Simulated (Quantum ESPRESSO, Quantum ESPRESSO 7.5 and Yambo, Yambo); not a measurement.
# Quasiparticle gap of MoS2 (P6_3/mmc) in Yambo

Aim: the G0W0 gap of MoS2 (P6_3/mmc) on PBE, step by step.

Main program and level: Quantum ESPRESSO 7.5 and Yambo 5.3.0; PBE and many-body steps on it, plane waves.

The database entry behind the starting cell differs from later determinations by our own check (about 0.3 % long), so it need not match the best structure at ambient conditions.

## 1. The structure

It takes space group P6_3/mmc (No. 194, hexagonal). Conventional cell: a = 3.169 Å, b = 3.169 Å, c = 12.324 Å, α = 90.00°, β = 90.00°, γ = 120.00°. Nearest to Mo lie 6 S at 2.41 Å. Nearest to S lie 3 Mo at 2.41 Å. Farther neighbours and most contacts between anions are not listed.

As a file:

```cif
data_structure
_symmetry_space_group_name_H-M 'P6_3/mmc'
_symmetry_Int_Tables_number 194
_cell_length_a 3.1690
_cell_length_b 3.1690
_cell_length_c 12.3240
_cell_angle_alpha 90.000
_cell_angle_beta 90.000
_cell_angle_gamma 120.000
_cell_volume 107.18
loop_
_atom_site_label
_atom_site_type_symbol
_atom_site_symmetry_multiplicity
_atom_site_Wyckoff_symbol
_atom_site_fract_x
_atom_site_fract_y
_atom_site_fract_z
_atom_site_occupancy
Mo1 Mo 2 c 0.33333 0.66667 0.25000 1
S1 S 4 f 0.33333 0.66667 0.62300 1
```

The cell and positions come from the Crystallography Open Database and are kept as given unless a step says otherwise.

## 2. Ground state

This step: Quantum ESPRESSO 7.5; DFT, PBE, plane waves, norm-conserving pseudopotentials.

The ground-state density comes first.

pw.in

```
&control
  calculation = 'scf'
  prefix = 'x'
  outdir = 'o'
  pseudo_dir = 'pseudo'
/
&system
  ibrav = 0
  nat = 6
  ntyp = 2
  ecutwfc = 72.0
  nbnd = 33
  force_symmorphic = .true.
/
&electrons
  conv_thr = 1e-10
  electron_maxstep = 80
  mixing_beta = 0.5
/
ATOMIC_SPECIES
  Mo 95.95 Mo.upf
  S 32.06 S.upf
CELL_PARAMETERS angstrom
  3.1690000000 -0.0000000000 0.0000000000
  -1.5845000000 2.7444345046 0.0000000000
  0.0000000000 0.0000000000 12.3240000000
ATOMIC_POSITIONS crystal
  Mo 0.3333333333 0.6666666667 0.2500000000
  Mo 0.6666666667 0.3333333333 0.7500000000
  S 0.3333333333 0.6666666667 0.6230000000
  S 0.6666666667 0.3333333333 0.1230000000
  S 0.3333333333 0.6666666667 0.8770000000
  S 0.6666666667 0.3333333333 0.3770000000
K_POINTS automatic
  6 6 2 0 0 0
```

Started as:

```console
$ OMP_NUM_THREADS=1 mpirun -n 8 pw.x -nk 8 -in pw.in > pw.out
```

What it wrote:

```text
Program PWSCF v.7.5 starts

     This program is part of the open-source Quantum ESPRESSO suite
     for quantum simulation of materials; please cite
         "P. Giannozzi et al., J. Phys.:Condens. Matter 21 395502 (2009);
         "P. Giannozzi et al., J. Phys.:Condens. Matter 29 465901 (2017);
         "P. Giannozzi et al., J. Chem. Phys. 152 154105 (2020);
     in publications or presentations arising from this work. More details at
     Message from routine setup:
     using ibrav=0 with symmetry is DISCOURAGED, use correct ibrav instead

     G-vector sticks info

     bravais-lattice index     =            0
     lattice parameter (alat)  =       5.9885  a.u.
     unit-cell volume          =     723.3082 (a.u.)^3
     number of atoms/cell      =            6
     number of atomic types    =            2
     number of electrons       =        52.00
     number of Kohn-Sham states=           33
     kinetic-energy cutoff     =      72.0000  Ry
     charge density cutoff     =     288.0000  Ry
     scf convergence threshold =      1.0E-10
     mixing beta               =       0.5000
     number of iterations used =            8  plain     mixing
     Exchange-correlation= PBE
                           (   1   4   3   4   0   0   0)

     celldm(1)=   5.988542  celldm(2)=   0.000000  celldm(3)=   0.000000
     celldm(4)=   0.000000  celldm(5)=   0.000000  celldm(6)=   0.000000

     crystal axes: (cart. coord. in units of alat)
               a(1) = (   1.000000  -0.000000   0.000000 )
               a(2) = (  -0.500000   0.866025   0.000000 )
               a(3) = (   0.000000   0.000000   3.888924 )

     reciprocal axes: (cart. coord. in units 2 pi/alat)
               b(1) = (  1.000000  0.577350 -0.000000 )
               b(2) = (  0.000000  1.154701 -0.000000 )
               b(3) = ( -0.000000 -0.000000  0.257141 )
     Pseudo is Norm-conserving + core correction, Zval = 14.0
     Generated using ONCVPSP code by D. R. Hamann
     Using radial grid of 1640 points,  6 beta functions with:
     Pseudo is Norm-conserving + core correction, Zval =  6.0
     Generated using ONCVPSP code by D. R. Hamann
     Using radial grid of 1146 points,  6 beta functions with:
     Mo               14.00    95.95000     Mo( 1.00)
     S                 6.00    32.06000     S ( 1.00)

     12 Sym. Ops., with inversion, found

   Cartesian axes

     site n.     atom                  positions (alat units)
         1        Mo     tau(   1) = (  -0.0000000   0.5773503   0.9722310  )
         2        Mo     tau(   2) = (   0.5000000   0.2886751   2.9166930  )
         3        S      tau(   3) = (  -0.0000000   0.5773503   2.4227996  )
         4        S      tau(   4) = (   0.5000000   0.2886751   0.4783376  )
         5        S      tau(   5) = (  -0.0000000   0.5773503   3.4105863  )
         6        S      tau(   6) = (   0.5000000   0.2886751   1.4661243  )

     number of k points=    14
                       cart. coord. in units 2pi/alat
        k(    1) = (   0.0000000   0.0000000   0.0000000), wk =   0.0277778
        k(    2) = (   0.0000000   0.0000000  -0.1285703), wk =   0.0277778
        k(    3) = (   0.0000000   0.1924501   0.0000000), wk =   0.1666667
        k(    4) = (   0.0000000   0.1924501  -0.1285703), wk =   0.1666667
        k(    5) = (   0.0000000   0.3849002   0.0000000), wk =   0.1666667
        k(    6) = (   0.0000000   0.3849002  -0.1285703), wk =   0.1666667
        k(    7) = (   0.0000000  -0.5773503   0.0000000), wk =   0.0833333
        k(    8) = (   0.0000000  -0.5773503  -0.1285703), wk =   0.0833333
        k(    9) = (   0.1666667   0.2886751   0.0000000), wk =   0.1666667
        k(   10) = (   0.1666667   0.2886751  -0.1285703), wk =   0.1666667
        k(   11) = (   0.1666667   0.4811252   0.0000000), wk =   0.3333333
        k(   12) = (   0.1666667   0.4811252  -0.1285703), wk =   0.3333333
        k(   13) = (   0.3333333   0.5773503   0.0000000), wk =   0.0555556
        k(   14) = (   0.3333333   0.5773503  -0.1285703), wk =   0.0555556

     Dense  grid:    59645 G-vectors     FFT dimensions: (  36,  36, 125)

     Initial potential from superposition of free atoms

     starting charge      51.9970, renormalised to      52.0000
     Starting wfcs are   36 randomized atomic wfcs

     per-process dynamical memory:    52.9 Mb

     Self-consistent Calculation

     iteration #  1     ecut=    72.00 Ry     beta= 0.50

     total energy              =    -369.39247363 Ry
     estimated scf accuracy    <       0.89796415 Ry

     iteration #  2     ecut=    72.00 Ry     beta= 0.50

     total energy              =    -369.28614513 Ry
     estimated scf accuracy    <       3.50928158 Ry

     iteration #  3     ecut=    72.00 Ry     beta= 0.50

     total energy              =    -369.78652234 Ry
     estimated scf accuracy    <       0.03838184 Ry

     iteration #  4     ecut=    72.00 Ry     beta= 0.50

     total energy              =    -369.79123381 Ry
     estimated scf accuracy    <       0.00751408 Ry

     iteration #  5     ecut=    72.00 Ry     beta= 0.50

     total energy              =    -369.79086833 Ry
     estimated scf accuracy    <       0.01737656 Ry

     iteration #  6     ecut=    72.00 Ry     beta= 0.50

     total energy              =    -369.79262735 Ry
     estimated scf accuracy    <       0.00049220 Ry

     iteration #  7     ecut=    72.00 Ry     beta= 0.50

     total energy              =    -369.79266112 Ry
     estimated scf accuracy    <       0.00009850 Ry

     iteration #  8     ecut=    72.00 Ry     beta= 0.50

     total energy              =    -369.79267635 Ry
     estimated scf accuracy    <       0.00000359 Ry

     iteration #  9     ecut=    72.00 Ry     beta= 0.50

     total energy              =    -369.79267771 Ry
     estimated scf accuracy    <       0.00000078 Ry

     iteration # 10     ecut=    72.00 Ry     beta= 0.50

     total energy              =    -369.79267792 Ry
     estimated scf accuracy    <       0.00000006 Ry

     iteration # 11     ecut=    72.00 Ry     beta= 0.50

     total energy              =    -369.79267793 Ry
     estimated scf accuracy    <       0.00000002 Ry

     iteration # 12     ecut=    72.00 Ry     beta= 0.50

     total energy              =    -369.79267793 Ry
     estimated scf accuracy    <          2.1E-09 Ry

     iteration # 13     ecut=    72.00 Ry     beta= 0.50

     End of self-consistent calculation

          k = 0.0000 0.0000 0.0000 (  7437 PWs)   bands (ev):

   -50.5384 -50.5384 -24.6884 -24.6883 -24.4613 -24.4613 -24.4613 -24.4613
    -3.9616  -3.6916  -2.7522  -2.3099   4.1333   5.1658   7.5093   7.7226
     7.7226   7.7359   7.7359   8.8164   8.8164   8.8631   8.8631   9.8089
     9.8478  10.9922  13.0918  13.0918  13.1200  13.1200  13.2560  13.2560
    13.4279

          k = 0.0000 0.0000-0.1286 (  7394 PWs)   bands (ev):

   -50.5384 -50.5384 -24.6883 -24.6883 -24.4613 -24.4613 -24.4613 -24.4613
    -3.8469  -3.8469  -2.5134  -2.5134   4.5688   4.5688   7.7291   7.7291
     7.7291   7.7291   8.4343   8.4343   8.8397   8.8397   8.8397   8.8397
    10.7265  10.7265  13.0972  13.0972  13.0972  13.0972  13.3503  13.3503
    13.3503

          k = 0.0000 0.1925 0.0000 (  7442 PWs)   bands (ev):

   -50.5285 -50.5285 -24.6689 -24.6688 -24.5603 -24.5603 -24.4839 -24.4838
    -3.5570  -3.2955  -2.5591  -2.1681   4.5676   5.5623   6.8542   6.9304
     6.9989   7.7184   8.1219   8.1570   8.2525   8.3135   8.9356   9.8074
     9.8268  10.2214  12.4828  12.8459  12.8567  13.0505  13.0659  13.1601
    13.6280

          k = 0.0000 0.1925-0.1286 (  7432 PWs)   bands (ev):

     [... further k-points ...]

     highest occupied, lowest unoccupied level (ev):    10.9922   11.8810

!    total energy              =    -369.79267793 Ry
     estimated scf accuracy    <          4.6E-11 Ry

     The total energy is the sum of the following terms:
     one-electron contribution =    -171.31868462 Ry
     hartree contribution      =     107.97711229 Ry
     xc contribution           =     -66.75611785 Ry
     ewald contribution        =    -239.69498775 Ry

     convergence has been achieved in  13 iterations

     XML data file, charge density, pseudopotentials, collected wavefunctions

=------------------------------------------------------------------------------=
   JOB DONE.
=------------------------------------------------------------------------------=
```

The job ended after 15 s (8 MPI ranks of Arm Neoverse V2, shared host; peak memory 0.81 GiB).

Numbers from this step:

- total energy: -5031.2857 eV
- gap: 0.8888 eV
- k of the valence top: 0, 0, 0
- k of the conduction bottom: 0.1667, 0.1667, 0
- least direct gap: 1.654 eV

The gap is indirect, with the least direct gap 0.77 eV higher.

## 3. Bands along the symmetry lines

The cheap functional maps the bands first; the places of the edges decide which points the dearer methods must see.

pw.in

```
&control
  calculation = 'bands'
  prefix = 'x'
  outdir = 'o'
  pseudo_dir = 'pseudo'
/
&system
  ibrav = 0
  nat = 6
  ntyp = 2
  ecutwfc = 72.0
  nbnd = 32
  force_symmorphic = .true.
/
&electrons
  conv_thr = 1e-9
  electron_maxstep = 80
  diago_full_acc = .true.
  diago_thr_init = 5e-6
/
ATOMIC_SPECIES
  Mo 95.95 Mo.upf
  S 32.06 S.upf
CELL_PARAMETERS angstrom
  3.1690000000 -0.0000000000 0.0000000000
  -1.5845000000 2.7444345046 0.0000000000
  0.0000000000 0.0000000000 12.3240000000
ATOMIC_POSITIONS crystal
  Mo 0.3333333333 0.6666666667 0.2500000000
  Mo 0.6666666667 0.3333333333 0.7500000000
  S 0.3333333333 0.6666666667 0.6230000000
  S 0.6666666667 0.3333333333 0.1230000000
  S 0.3333333333 0.6666666667 0.8770000000
  S 0.6666666667 0.3333333333 0.3770000000
K_POINTS crystal
  75
  0.00000000 0.00000000 0.00000000 1
  0.06250000 0.00000000 0.00000000 1
  0.12500000 0.00000000 0.00000000 1
  0.18750000 0.00000000 0.00000000 1
  0.25000000 0.00000000 0.00000000 1
  0.31250000 0.00000000 0.00000000 1
  0.37500000 0.00000000 0.00000000 1
  0.43750000 0.00000000 0.00000000 1
  0.50000000 0.00000000 0.00000000 1
  0.47916667 0.04166667 0.00000000 1
  0.45833333 0.08333333 0.00000000 1
  0.43750000 0.12500000 0.00000000 1
  0.41666666 0.16666666 0.00000000 1
  0.39583333 0.20833333 0.00000000 1
  0.37500000 0.25000000 0.00000000 1
  0.35416666 0.29166666 0.00000000 1
  0.33333333 0.33333333 0.00000000 1
  0.29166666 0.29166666 0.00000000 1
  0.25000000 0.25000000 0.00000000 1
  0.20833333 0.20833333 0.00000000 1
  0.16666666 0.16666666 0.00000000 1
  0.12500000 0.12500000 0.00000000 1
  0.08333333 0.08333333 0.00000000 1
  0.04166667 0.04166667 0.00000000 1
  0.00000000 0.00000000 0.00000000 1
  0.00000000 0.00000000 0.06250000 1
  0.00000000 0.00000000 0.12500000 1
  0.00000000 0.00000000 0.18750000 1
  0.00000000 0.00000000 0.25000000 1
  0.00000000 0.00000000 0.31250000 1
  0.00000000 0.00000000 0.37500000 1
  0.00000000 0.00000000 0.43750000 1
  0.00000000 0.00000000 0.50000000 1
  0.06250000 0.00000000 0.50000000 1
  0.12500000 0.00000000 0.50000000 1
  0.18750000 0.00000000 0.50000000 1
  0.25000000 0.00000000 0.50000000 1
  0.31250000 0.00000000 0.50000000 1
  0.37500000 0.00000000 0.50000000 1
  0.43750000 0.00000000 0.50000000 1
  0.50000000 0.00000000 0.50000000 1
  0.47916667 0.04166667 0.50000000 1
  0.45833333 0.08333333 0.50000000 1
  0.43750000 0.12500000 0.50000000 1
  0.41666666 0.16666666 0.50000000 1
  0.39583333 0.20833333 0.50000000 1
  0.37500000 0.25000000 0.50000000 1
  0.35416666 0.29166666 0.50000000 1
  0.33333333 0.33333333 0.50000000 1
  0.29166666 0.29166666 0.50000000 1
  0.25000000 0.25000000 0.50000000 1
  0.20833333 0.20833333 0.50000000 1
  0.16666666 0.16666666 0.50000000 1
  0.12500000 0.12500000 0.50000000 1
  0.08333333 0.08333333 0.50000000 1
  0.04166667 0.04166667 0.50000000 1
  0.00000000 0.00000000 0.50000000 1
  0.50000000 0.00000000 0.50000000 1
  0.50000000 0.00000000 0.43750000 1
  0.50000000 0.00000000 0.37500000 1
  0.50000000 0.00000000 0.31250000 1
  0.50000000 0.00000000 0.25000000 1
  0.50000000 0.00000000 0.18750000 1
  0.50000000 0.00000000 0.12500000 1
  0.50000000 0.00000000 0.06250000 1
  0.50000000 0.00000000 0.00000000 1
  0.33333333 0.33333333 0.50000000 1
  0.33333333 0.33333333 0.43750000 1
  0.33333333 0.33333333 0.37500000 1
  0.33333333 0.33333333 0.31250000 1
  0.33333333 0.33333333 0.25000000 1
  0.33333333 0.33333333 0.18750000 1
  0.33333333 0.33333333 0.12500000 1
  0.33333333 0.33333333 0.06250000 1
  0.33333333 0.33333333 0.00000000 1
```

What it wrote:

```text
[banner, memory and clock lines left out]
Program PWSCF v.7.5 starts

     Atomic positions and unit cell read from directory:
     o/x.save/

     Message from routine setup:
     using ibrav=0 with symmetry is DISCOURAGED, use correct ibrav instead

     G-vector sticks info

     bravais-lattice index     =            0
     lattice parameter (alat)  =       5.9885  a.u.
     unit-cell volume          =     723.3082 (a.u.)^3
     number of atoms/cell      =            6
     number of atomic types    =            2
     number of electrons       =        52.00
     number of Kohn-Sham states=           32
     kinetic-energy cutoff     =      72.0000  Ry
     charge density cutoff     =     288.0000  Ry
     Exchange-correlation= PBE
                           (   1   4   3   4   0   0   0)

     celldm(1)=   5.988542  celldm(2)=   0.000000  celldm(3)=   0.000000
     celldm(4)=   0.000000  celldm(5)=   0.000000  celldm(6)=   0.000000

     crystal axes: (cart. coord. in units of alat)
               a(1) = (   1.000000  -0.000000   0.000000 )
               a(2) = (  -0.500000   0.866025   0.000000 )
               a(3) = (   0.000000   0.000000   3.888924 )

     reciprocal axes: (cart. coord. in units 2 pi/alat)
               b(1) = (  1.000000  0.577350 -0.000000 )
               b(2) = (  0.000000  1.154701 -0.000000 )
               b(3) = ( -0.000000 -0.000000  0.257141 )
     Pseudo is Norm-conserving + core correction, Zval = 14.0
     Generated using ONCVPSP code by D. R. Hamann
     Using radial grid of 1640 points,  6 beta functions with:
     Pseudo is Norm-conserving + core correction, Zval =  6.0
     Generated using ONCVPSP code by D. R. Hamann
     Using radial grid of 1146 points,  6 beta functions with:
     Mo               14.00    95.95000     Mo( 1.00)
     S                 6.00    32.06000     S ( 1.00)

     12 Sym. Ops., with inversion, found

   Cartesian axes

     site n.     atom                  positions (alat units)
         1        Mo     tau(   1) = (  -0.0000000   0.5773503   0.9722310  )
         2        Mo     tau(   2) = (   0.5000000   0.2886751   2.9166930  )
         3        S      tau(   3) = (  -0.0000000   0.5773503   2.4227996  )
         4        S      tau(   4) = (   0.5000000   0.2886751   0.4783376  )
         5        S      tau(   5) = (  -0.0000000   0.5773503   3.4105863  )
         6        S      tau(   6) = (   0.5000000   0.2886751   1.4661243  )

     number of k points=    75
                       cart. coord. in units 2pi/alat
        k(    1) = (   0.0000000   0.0000000   0.0000000), wk =   0.0266667
        k(    2) = (   0.0625000   0.0360844   0.0000000), wk =   0.0266667
        k(    3) = (   0.1250000   0.0721688   0.0000000), wk =   0.0266667
[...]
[... 63 further rows ...]
        k(   74) = (   0.3333333   0.5773503   0.0160713), wk =   0.0266667
        k(   75) = (   0.3333333   0.5773503   0.0000000), wk =   0.0266667

     Dense  grid:    59645 G-vectors     FFT dimensions: (  36,  36, 125)

     The potential is recalculated from file :
     o/x.save/charge-density

     Starting wfcs are   36 randomized atomic wfcs

     Band Structure Calculation

     End of band structure calculation

          k = 0.0000 0.0000 0.0000 (  7437 PWs)   bands (ev):

   -50.5384 -50.5384 -24.6885 -24.6884 -24.4614 -24.4614 -24.4613 -24.4613
    -3.9616  -3.6916  -2.7522  -2.3099   4.1333   5.1657   7.5093   7.7226
     7.7226   7.7359   7.7359   8.8164   8.8164   8.8630   8.8630   9.8089
[...]
k = 0.0625 0.0361 0.0000 (  7418 PWs)   bands (ev):

[...]
k = 0.1250 0.0722 0.0000 (  7444 PWs)   bands (ev):

[...]
k = 0.3333 0.5774 0.0161 (  7467 PWs)   bands (ev):

[...]
k = 0.3333 0.5774 0.0000 (  7476 PWs)   bands (ev):

[...]
6.0822   6.3466   6.7920   6.7920   7.2036   7.2036   8.2946   8.2947
    10.2282  10.3901  12.0439  12.0439  12.8356  13.8283  13.8283  13.8590

     XML data file, pseudopotentials, collected wavefunctions
```

It took 21 s on 8 MPI ranks; peak memory 0.71 GiB.

This step gave:

- gap: 0.8888 eV
- k of the valence top: 0, 0, 0
- k of the conduction bottom: 0.1667, 0.1667, 0
- least direct gap: 1.654 eV

The gap is 0.889 eV, as in the run before at this level.

The electronic bands at the labelled points (eV, zero at the top of the highest filled band):

```tsv
point	band 23	band 24	band 25	band 26	band 27	band 28	band 29	band 30
Γ	-2.13	-1.18	-1.14	0.00	2.10	2.10	2.13	2.13
halfway	-2.30	-1.61	-1.49	-1.36	1.21	1.60	1.81	2.04
M	-1.73	-1.53	-1.40	-1.27	1.60	1.65	2.00	2.26
halfway	-2.78	-2.34	-1.08	-0.90	1.45	1.56	2.30	2.41
K	-2.70	-2.70	-0.76	-0.60	1.05	1.05	1.84	2.84
halfway	-1.80	-1.59	-1.48	-1.45	0.89	1.63	1.72	1.81
Γ	-2.13	-1.18	-1.14	0.00	2.10	2.10	2.13	2.13
halfway	-2.14	-1.83	-0.63	-0.06	2.10	2.10	2.12	2.12
A	-2.15	-2.15	-0.27	-0.27	2.10	2.10	2.10	2.11
halfway	-2.05	-2.05	-1.37	-1.37	1.55	1.55	1.69	1.69
L	-1.63	-1.63	-1.33	-1.33	1.62	1.62	2.14	2.14
halfway	-2.60	-2.60	-0.99	-0.99	1.51	1.51	2.34	2.34
H	-2.87	-2.87	-0.69	-0.69	1.05	1.05	2.30	2.30
halfway	-1.75	-1.75	-1.46	-1.46	1.22	1.22	1.82	1.82
A	-2.15	-2.15	-0.27	-0.27	2.10	2.10	2.11	2.11
jump to L	-1.63	-1.63	-1.33	-1.33	1.62	1.62	2.14	2.14
halfway	-1.70	-1.56	-1.38	-1.29	1.61	1.64	2.04	2.23
M	-1.73	-1.53	-1.40	-1.27	1.60	1.65	2.00	2.26
jump to H	-2.87	-2.87	-0.69	-0.69	1.05	1.05	2.30	2.30
halfway	-2.77	-2.77	-0.74	-0.63	1.05	1.05	1.97	2.68
K	-2.70	-2.70	-0.76	-0.60	1.05	1.05	1.84	2.84
```

(Part 1 of 3 ends here.)

[Paths, hosts, dates, memory and timing lines, banners, echoed tables and standing remarks are left out of the program output.]

[Logs are printed without paths, hosts, clocks, repeated set-up lines and the standing remarks that a program may print on its own settings, such as how far it seeks lower states.]

[Runs of the session that timed out or met a known fault of the program may be left out.]

[Hosts, paths, dates, database ids (printed as entryN), source tags and the programs' standing remarks are cut or masked in the printed files.]
